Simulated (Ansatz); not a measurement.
# ScPt (Pm-3m): the cell at rest

Task: relax ScPt (Pm-3m) tightly.

Main program and level: Ansatz 0.2.0; DFT PBEsol, scalar-relativistic, plane waves, PAW; PAW set soft_1.

### 1. Set-up

Symmetry: Pm-3m, No. 221, cubic system. The conventional cell has a = 3.270 Å, b = 3.270 Å, c = 3.270 Å, α = 90.00°, β = 90.00°, γ = 90.00°. Nearest to Sc lie 8 Pt at 2.83 Å. Nearest to Pt lie 8 Sc at 2.83 Å. Farther neighbours are not listed.

### 2. A coarse first look

First a cheap look: the gap decides the mesh and the occupations, the pressure tells how far the cell has to move.

Input file input.yaml:

```yaml
crystal:
  lattice:
    - [3.27, 0.0, 0.0]
    - [0.0, 3.27, 0.0]
    - [0.0, 0.0, 3.27]
  atoms:
    - { symbol: Sc, position: [0.5, 0.5, 0.5] }
    - { symbol: Pt, position: [0.0, 0.0, 0.0] }
kpoints:
  mp_grid: { grid: [6, 6, 6] }
hamiltonian:
  xc: pbesol
  pseudopotentials: { kind: paw, azcp: { folder: soft_1 }, xc_functional: pbe }
scf:
  occupations: { method: gaussian, width: 0.1 }
output:
  forces: true
  stress: true
  eigenvalues: true
```

Run with:

```
$ ansatz run input.yaml --threads 4 --pin off --max-ram 10240MiB --backend cpu --events-out ev --progress --plain --runs-dir out
```

Numbers of over 12 decimals in the logs are rounded to 6 here.

Log:

```text
Engine: ansatz 0.2.0, aarch64-unknown-linux-gnu
Pseudopotentials: kind: paw
Pseudopotential: Sc, paw, valence charge 11, recommended cutoff 420 eV (normal), soft_1/Sc.paw.azcp
Pseudopotential: Pt, paw, valence charge 18, recommended cutoff 420 eV (normal), soft_1/Pt.paw.azcp
Functional definition: PBEsol
  exchange = pbesol_x
  correlation = pbesol_c
Crystal: 2 atoms, lattice volume = 34.966 Å³
[...]
--- Band table (eV; the first three rows and the last of 20) ---
  k-point 0: bands = [... 11 lower, 14.1021, 14.1021, 14.1021, 18.4076, 18.4076, 20.4270, 20.4270, 20.4270]
  k-point 1: bands = [... 11 lower, 13.9969, 13.9969, 14.1941, 18.0415, 18.4451, 19.5844, 19.5844, 20.2439]
  k-point 2: bands = [... 11 lower, 13.7992, 13.7992, 14.3934, 17.2626, 17.5172, 18.5388, 18.5388, 19.8669]
  k-point 19: bands = [... 11 lower, 15.4008, 15.4008, 15.5393, 15.5393, 15.5393, 19.9821, 20.6578, 20.6578]
[key lines of the parts left out:]
SCF converged after 9 iterations
Free energy (F): -14499.270436 eV
Fermi energy:    17.153498 eV
P = ⅓ Tr σ = -2.1493 GPa (-21.493 kbar)
```

Wall time 0.53 s (4 threads of Arm Neoverse V1, shared host); peak memory 0.3 GiB.

This step gave:

```yaml
pressure: -2.149 GPa
volume_per_atom: 17.48 Å³
gap_on_the_k_mesh: 0 eV
```

The coarse mesh shows no gap and a pressure of -2.1 GPa.

### 3. Relaxation

The cell and atoms are relaxed, since residual forces and stress would shift the frequencies.

Edit input.yaml of step 2 so:

```diff
@@ -9,3 +9,3 @@
 kpoints:
-  mp_grid: { grid: [6, 6, 6] }
+  mp_grid: { grid: [14, 14, 14] }
 hamiltonian:
@@ -19 +19,6 @@
   eigenvalues: true
+relax:
+  adjacent_minimum: "off"
+  f_tol: 0.005
+  max_steps: 80
+  cell: { stress_tol: 0.05 }
```

Log:

```text
[...]
Crystal: 2 atoms, lattice volume = 34.966 Å³
Basis set: ecut = 420 eV, 691 PW (Γ), exchange–correlation on 48×48×48 points (8 copies of the dense FFT grid, shifted against one another)
Bands: 19, of which v1, the nominal top of the filled ones, is band 15 counted from 1 (14 counted from 0)
Symmetry: 48 space group operations
[...]
k-points: 120 of 2744
[...]
SCF iter   1: F=—  HF=-14504.354343 eV  |F-HF|=—  |Δ(HF+E_count)|=         —  Δρ=2.98e-1  dr2=5.67e1  ethr=3.10e-3  ⟨swp⟩=4.1  Hψ=8662  notcnv=0
[...]
SCF iter   9: F=-14499.178063 eV  HF=-14499.178063 eV  |F-HF|=1.91e-9  |Δ(HF+E_count)|=   7.60e-7  Δρ=1.91e-6  dr2=2.30e-9  ethr=3.45e-10  ⟨swp⟩=4.6  Hψ=9404  notcnv=0
SCF 1 converged in 9 iterations: F = -14499.178063 eV  dr2 = 2.30e-9
[...]
relax step   1: F+E_penalty+E_count = -14499.17806348 eV  Δ(F+E_penalty+E_count) = +0.000e0 eV  max|allowed force component| = 1.028e-28 eV/Å  Δτ_max = 0.0000 Å  P = -1.390 GPa  Ω = 34.966 Å³  (9 SCF iters, dr2 threshold 1.00e-7 eV, accepted)
Crystal: 2 atoms, lattice volume = 34.049 Å³
[...]
iter 1 solved again at ethr=9.40e-5 eV; its pass at ethr=3.10e-3 eV (dr2=2.73e-2 eV) is discarded
[...]
SCF iter   6: F=-14499.174688 eV  HF=-14499.174688 eV  |F-HF|=6.18e-11  |Δ(HF+E_count)|=   4.01e-9  Δρ=9.03e-7  dr2=1.36e-10  ethr=6.57e-11  ⟨swp⟩=1.7  Hψ=6800  notcnv=0
SCF 2 converged in 6 iterations: F = -14499.174688 eV  dr2 = 1.36e-10
relax step   2: F+E_penalty+E_count = -14499.17468801 eV  Δ(F+E_penalty+E_count) = +3.375e-3 eV  max|allowed force component| = 4.273e-30 eV/Å  Δτ_max = 0.0000 Å  P = +2.722 GPa  Ω = 34.049 Å³  energy of the carried Pulay correction = +1.622e-4 eV  (6 SCF iters, dr2 threshold 2.00e-7 eV, rejected (line search))
Crystal: 2 atoms, lattice volume = 34.650 Å³
[...]
SCF iter   7: F=-14499.179538 eV  HF=-14499.179538 eV  |F-HF|=7.28e-12  |Δ(HF+E_count)|=  1.82e-11  Δρ=9.80e-8  dr2=3.87e-12  ethr=1.00e-12  ⟨swp⟩=5.0  Hψ=8810  notcnv=0
SCF 3 converged in 7 iterations: F = -14499.179538 eV  dr2 = 3.87e-12
relax step   3: F+E_penalty+E_count = -14499.17953772 eV  Δ(F+E_penalty+E_count) = -1.474e-3 eV  max|allowed force component| = 2.695e-30 eV/Å  Δτ_max = 0.0000 Å  P = -0.040 GPa  Ω = 34.650 Å³  energy of the carried Pulay correction = +5.530e-5 eV  (7 SCF iters, accepted)
[...]
SCF iter   8: F=-14499.179479 eV  HF=-14499.179479 eV  |F-HF|=0.00e0  |Δ(HF+E_count)|=    0.00e0  Δρ=1.12e-10  dr2=4.91e-18  ethr=1.00e-12  ⟨swp⟩=1.0  Hψ=5040  notcnv=0
SCF 4 converged in 8 iterations: F = -14499.179479 eV  dr2 = 4.91e-18
relax step   4: F+E_penalty+E_count = -14499.17947895 eV  Δ(F+E_penalty+E_count) = +5.877e-5 eV  max|allowed force component| = 2.827e-30 eV/Å  Δτ_max = 0.0000 Å  P = -0.039 GPa  Ω = 34.650 Å³  stress off target by 3.87e-2 GPa  SCF on the basis re-selected at this cell (its energy is not comparable with the rows above)  (8 SCF iters)
basis re-selected at this cell: Δ(F+E_penalty+E_count) = +5.877e-5 eV, ΔP = +0.002 GPa vs the last step (what re-selecting the basis moved, of the pressure what is left beyond the Pulay correction that the steps carried, after the strain that the cell walked since its last selection, with what the two solves' SCF thresholds leave and, on support functions, any second-order correction that the steps lacked; it is no m [...]
SCF converged after 8 iterations
Free energy (F): -14499.179479 eV
[...]
Internal energy: -14499.174247 eV  (E = F + TS)
E sigma→0 (E₀):  -14499.176863 eV
Entropy (-TS):   -0.005232 eV (-2.616 meV/atom)
Fermi energy:    17.117820 eV
[...]
--- Stress (GPa, compression-positive) ---
       -0.038692      -0.000000       0.000000
       -0.000000      -0.038692      -0.000000
        0.000000      -0.000000      -0.038692
  P = ⅓ Tr σ = -0.0387 GPa (-0.387 kbar)
--- Band table (eV; the first three rows and the last of 120) ---
  k-point 0: bands = [... 11 lower, 14.2877, 14.2877, 14.2877, 18.6288, 18.6288, 20.6761, 20.6761, 20.6761]
  k-point 1: bands = [... 11 lower, 14.2663, 14.2663, 14.3059, 18.5553, 18.6472, 20.4660, 20.4660, 20.6392]
  k-point 2: bands = [... 11 lower, 14.2073, 14.2073, 14.3579, 18.3474, 18.6737, 19.9920, 19.9920, 20.5353]
  k-point 119: bands = [... 11 lower, 15.6102, 15.6102, 15.7125, 15.7125, 15.7125, 20.2274, 20.9075, 20.9075]
--- Relaxed structure (3 steps of the walk, 2 accepted, 1 SCFs on fresh bases) ---
  F+E_penalty+E_count = -14499.17947895 eV   max|allowed force component| = 2.827e-30 eV/Å   (the final SCF, on the basis selected at the relaxed cell)
  cell:  # Å, volume = 34.6503 Å³
    - [3.260136, 0, 0]
    - [0, 3.260136, 0.0]
    - [0, 0.0, 3.260136]
  atoms:
    - { symbol: Sc, position: [0.5, 0.5, 0.5] }
    - { symbol: Pt, position: [0, 0, 0] }
```

It took 5.5 s on 4 threads; peak memory 0.4 GiB.

The steps of the relaxation:

```
step  energy less that of the first step (eV)  largest force component (eV/Å)  pressure (GPa)  volume (Å³)
   1                                   0.0000                          0.0000           -1.39        34.97
   2                                   0.0034                          0.0000            2.72        34.05
   3                                  -0.0015                          0.0000           -0.04        34.65
  4*                                  -0.0014                          0.0000           -0.04        34.65
```

Relaxation steps marked * repeat the geometry before them on a plane-wave basis chosen anew for their cell, so energy and pressure can jump there. Relaxation step 2 was tried and not accepted.

The run keeps the 48 symmetry operations that it works with, so distortions that break them were not tested.

```
conventional cell, symmetrised  before  after  change
                         a (Å)   3.270  3.260  -0.3 %
                         b (Å)   3.270  3.260  -0.3 %
                         c (Å)   3.270  3.260  -0.3 %
              volume (Å³/atom)   17.48  17.33  -0.9 %
```

Final coordinates:

```
Sc Pt
1.0
     3.26014    0.00000    0.00000
     0.00000    3.26014    0.00000
     0.00000    0.00000    3.26014
Sc Pt
1 1
Direct
  0.50000 0.50000 0.50000
  0.00000 0.00000 0.00000
```

This step gave:

```yaml
pressure: -0.03869 GPa
volume_per_atom: 17.33 Å³
```

In this step the volume went from 17.48 to 17.33 Å³/atom.

### 4. Tight relaxation

Phonons need a cell at rest on their own settings, so the relaxation is repeated with tight tolerances on forces and stress, using the mesh and the filling of the phonon run that follows.

input.yaml, the sections that differ from step 3:

```yaml
crystal:
  lattice:
    - [3.2601361679, 0.0, 0.0]
    - [0.0, 3.2601361679, 0.0]
    - [0.0, 0.0, 3.2601361679]
  atoms:
    - { symbol: Sc, position: [0.5, 0.5, 0.5] }
    - { symbol: Pt, position: [0.0, 0.0, 0.0] }
kpoints:
  mp_grid: { grid: [16, 16, 16] }
scf:
  occupations: { method: methfessel_paxton, width: 0.2 }
relax:
  adjacent_minimum: "off"
  f_tol: 0.001
  max_steps: 60
  cell: { stress_tol: 0.01 }
# hamiltonian, output: as in step 3
```

Log:

```text
[...]
Crystal: 2 atoms, lattice volume = 34.650 Å³
Basis set: ecut = 420 eV, 691 PW (Γ), exchange–correlation on 48×48×48 points (8 copies of the dense FFT grid, shifted against one another)
Bands: 19, of which v1, the nominal top of the filled ones, is band 15 counted from 1 (14 counted from 0)
[... 1 set-up line as in the run before ...]
[...]
k-points: 165 of 4096
[...]
k-point 164: bands = [... 11 lower, 15.6231, 15.6231, 15.7338, 15.7338, 15.7338, 20.2526, 20.9394, 20.9394]
--- Relaxed structure (3 steps of the walk, 2 accepted, 1 SCFs on fresh bases) ---
[...]
cell:  # Å, volume = 34.6123 Å³
    - [3.258943, 0, 0]
    - [0, 3.258943, 0.0]
    - [0, 0.0, 3.258943]
  atoms:
    - { symbol: Sc, position: [0.5, 0.5, 0.5] }
    - { symbol: Pt, position: [0, 0, 0.0] }
[key lines of the parts left out:]
SCF converged after 4 iterations
Free energy (F): -14499.176354 eV
Fermi energy:    17.178444 eV
P = ⅓ Tr σ = -0.0005 GPa (-0.005 kbar)
```

Elapsed: 6.7 s, on 4 threads; peak memory 0.42 GiB; 24 s of CPU time.

Little changed from the start: no atom moved by 0.005 Å and no cell edge by 0.1 %.

This step gave:

- pressure: -4.87e-4 GPa
- volume per atom: 17.31 Å³

The forces vanish by symmetry and the pressure is 0.000 GPa, within the tolerances set. The cell now holds 17.31 Å³/atom.

### 5. Outcome

| Quantity | Value |
| --- | --- |
| space group after relaxation (within 0.01 Å) | Pm-3m |
| lattice constant a | 3.259 Å |
| lattice constant b | 3.259 Å |
| lattice constant c | 3.259 Å |
| volume per atom | 17.3 Å³ |

The forces vanish by symmetry and the pressure is 0.000 GPa, within the tolerances set. The cell now holds 17.31 Å³/atom. The relaxation keeps the symmetry of its start, so it says nothing on stability against lower symmetry. The runs are without spin polarisation, although the cell has an odd electron count. Spin-orbit coupling is left out, which can matter for the heavy elements here. The PAW files were made for PBE and serve the other functionals too.

[Logs are printed without paths, hosts, clocks, repeated set-up lines and the standing remarks that a program may print on its own settings, such as how far it seeks lower states.]

[Hosts, paths, dates, database ids (printed as entryN), source tags and the programs' standing remarks are cut or masked in the printed files.]
